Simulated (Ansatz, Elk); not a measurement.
# RbGeF3: X-ray structure factors from the self-consistent density, part 2 of 2

The structure of RbGeF3 used here is made up (a known structure type with other elements) and was relaxed beforehand with r2SCAN. The aim is the Fourier transform of its all-electron density, F(hkl), set beside the sum over free spherical atoms that refinements use.

Elk 11.2.3 (patched build); all-electron DFT.

So far: The starting structure; Ground state and structure factors; The highest occupied states alone.

The structure was built from a prototype and need not be the compound's stable phase.

**4. Another try**

Level of this step: DFT, PBE, all-electron APW+lo, Dirac cores, scalar-relativistic bands, static density, no spin (Elk).

In this try the input is made faulty on purpose, to show what that does.

The input is changed as shown.

elk.in

```
tasks
  0
  195

xctype
  20

spinpol
  .false.

rgkmax
  7.0

gmaxvr
  14.0

lmaxo
  7

lmaxapw
  8

swidth
  0.002

tshift
  .false.

ramdisk
  .false.

hmaxvr
  5.5

maxscl
  3

epspot
  1e-06

sppath
  './'

avec
  8.36321708132 0.00000000000 0.00000000000
  0.00000000000 8.36321708132 0.00000000000
  0.00000000000 0.00000000000 8.36321708132

atoms
  3
  'Rb.in'
  1
  -0.0000000000 0.0000000000 0.0000000000   0.000000 0.000000 0.000000
  'Ge.in'
  1
  0.5000000000 0.5000000000 0.5000000000   0.000000 0.000000 0.000000
  'F.in'
  3
  0.5000000000 0.5000000000 0.0000000000   0.000000 0.000000 0.000000
  0.5000000000 -0.0000000000 0.5000000000   0.000000 0.000000 0.000000
  0.0000000000 0.5000000000 0.5000000000   0.000000 0.000000 0.000000

ngridk
  5 5 5
```

On the command line:

```console
> OMP_NUM_THREADS=4 elk
```

Numbers of over 12 decimals in the logs are rounded to 6 here.

The log of the run:

```text
┌─────────────────────────┐
│ Elk code version 11.2.3 │
└─────────────────────────┘

All units are atomic (Hartree, Bohr, etc.)

┌─────────────────────────────────────────────────┐
│ Ground-state run starting from atomic densities │
└─────────────────────────────────────────────────┘

Lattice vectors :
   8.363217081       0.000000000       0.000000000
   0.000000000       8.363217081       0.000000000
   0.000000000       0.000000000       8.363217081

Reciprocal lattice vectors :
  0.7512880804       0.000000000       0.000000000
[...]
atom 2                    :    9.018137737     ( -0.2903313110E-06)
   atom 3                    :    9.018137737     ( -0.2903313110E-06)
 total in muffin-tins        :    92.04471156
 total calculated charge     :    95.99816560
 total charge                :    96.00000000
 error                       :   0.1834395936E-02

┌──────────────────────────────┐
│ Self-consistent loop stopped │
└──────────────────────────────┘

Warning : core states of species 2 leak from the muffin-tin :   0.7679523989E-03

Warning : the occupied levels lie far from the species files' linearisation energy :   0.3737181816

Wrote STATE.OUT
[key lines of the parts left out:]
total energy                :     -5386.1308577975
```

Run time: 9.1 s. Hardware: 4 threads of Intel Xeon Platinum 8375C at 2.90GHz (Ice Lake), shared host; peak memory 0.17 GiB.

The run stopped without converging, so none of its numbers is a property of the system.

The fault put into the input: too few SCF loops.

**5. Another functional**

The difference from free atoms is small, so it is set against the change that PBEsol makes.

Changes to elk.in since step 4:

```diff
@@ -5,3 +5,3 @@
 xctype
-  20
+  22
 
@@ -35,3 +35,3 @@
 maxscl
-  3
+  120
```

On the command line:

```console
> OMP_NUM_THREADS=4 elk
```

The log of the run:

```text
┌─────────────────────────┐
│ Elk code version 11.2.3 │
└─────────────────────────┘

All units are atomic (Hartree, Bohr, etc.)

┌─────────────────────────────────────────────────┐
│ Ground-state run starting from atomic densities │
└─────────────────────────────────────────────────┘

Lattice vectors :
   8.363217081       0.000000000       0.000000000
   0.000000000       8.363217081       0.000000000
   0.000000000       0.000000000       8.363217081

Reciprocal lattice vectors :
  0.7512880804       0.000000000       0.000000000
[...]
species : 1 (Rb)
[...]
species : 2 (Ge)
[...]
species : 3 (F)
[...]
atom 2                    :    8.779965847     ( -0.2903180234E-06)
   atom 3                    :    8.779965847     ( -0.2903180234E-06)
 total in muffin-tins        :    91.63256700
 total calculated charge     :    95.99816450
 total charge                :    96.00000000
 error                       :   0.1835495396E-02

┌──────────────────────────────┐
│ Self-consistent loop stopped │
└──────────────────────────────┘

Warning : core states of species 2 leak from the muffin-tin :   0.7599075736E-03

Wrote STATE.OUT
[key lines of the parts left out:]
total energy                :     -5376.1752553715
```

It took 20 s on 4 threads; peak memory 0.18 GiB.

Against the first run R = 0.04 %; the largest change is -0.062 at 200.

**6. Basis size**

The basis and the expansions that go with it are enlarged, to see whether the differences are converged.

Changes to elk.in since step 5:

```diff
@@ -5,3 +5,3 @@
 xctype
-  22
+  20
 
@@ -11,12 +11,12 @@
 rgkmax
-  7.0
+  8.5
 
 gmaxvr
-  14.0
+  18.0
 
 lmaxo
-  7
+  9
 
 lmaxapw
-  8
+  10
```

On the command line:

```console
> OMP_NUM_THREADS=4 elk
```

The log of the run:

```text
┌─────────────────────────┐
│ Elk code version 11.2.3 │
└─────────────────────────┘

All units are atomic (Hartree, Bohr, etc.)

┌─────────────────────────────────────────────────┐
│ Ground-state run starting from atomic densities │
└─────────────────────────────────────────────────┘

Lattice vectors :
   8.363217081       0.000000000       0.000000000
   0.000000000       8.363217081       0.000000000
   0.000000000       0.000000000       8.363217081

Reciprocal lattice vectors :
  0.7512880804       0.000000000       0.000000000
[...]
species : 1 (Rb)
[...]
species : 2 (Ge)
[...]
species : 3 (F)
[...]
atom 2                    :    8.802070140     ( -0.2903251803E-06)
   atom 3                    :    8.802070140     ( -0.2903251803E-06)
 total in muffin-tins        :    91.70713148
 total calculated charge     :    95.99928303
 total charge                :    96.00000000
 error                       :   0.7169707086E-03

┌──────────────────────────────┐
│ Self-consistent loop stopped │
└──────────────────────────────┘

Warning : core states of species 2 leak from the muffin-tin :   0.7482867105E-03

Wrote STATE.OUT
[key lines of the parts left out:]
total energy                :     -5380.4384676750
```

The job ended after 44 s (4 threads; peak memory 0.35 GiB).

Against the first run R = 0.01 %; the largest change is -0.010 at 422.

**7. Settings against the effect**

| run | R against the first run (%) | R against neutral atoms, low angle (%) | wall time |
| --- | --- | --- | --- |
| PBE, rgkmax 7 | 0.00 | 0.54 | 17 s |
| PBEsol | 0.04 | 0.48 | 20 s |
| rgkmax 8.5 with larger expansions | 0.01 | 0.55 | 44 s |

**8. Outcome**

```json
{
  "R against neutral atoms, sin θ/λ < 0.3 Å⁻¹": "0.54 %",
  "R against neutral atoms, 0.3 to 0.82 Å⁻¹": "0.25 %"
}
```

**Reading.** Independent neutral atoms miss the calculated amplitudes by R = 0.54 % below 0.3 Å⁻¹ and 0.25 % from there to 0.82 Å⁻¹; by shells, 1.26 % below 0.15 Å⁻¹ (1 form), 0.54 % 0.15 to 0.3 (5 forms), 0.22 % 0.3 to 0.45 (8 forms), 0.26 % above 0.45 (51 forms). Bonding, aspherical density and the tables' own atoms all enter these figures, and the runs don't part them. The largest change of an amplitude is +0.54 electrons, at 111. The window's part falls from 19.3 electrons at the origin to at most 2.99 between 0.45 and 0.82 Å⁻¹, where compact states inside the window still scatter. Below 0.3 Å⁻¹ the changes that finished (PBEsol and rgkmax 8.5 with larger expansions) move F by R = 0.06 % at most, against the 0.54 % that separates it from free atoms. The k-mesh has no finished test. Part of the difference isn't bonding: the tables are fits to free atoms and ions calculated by other methods than this functional. Thermal motion, anomalous dispersion and extinction are left out.

[Logs are printed without paths, hosts, clocks, repeated set-up lines and the standing remarks that a program may print on its own settings, such as how far it seeks lower states.]

[Hosts, paths, dates, database ids (printed as entryN), source tags and the programs' standing remarks are cut or masked in the printed files.]
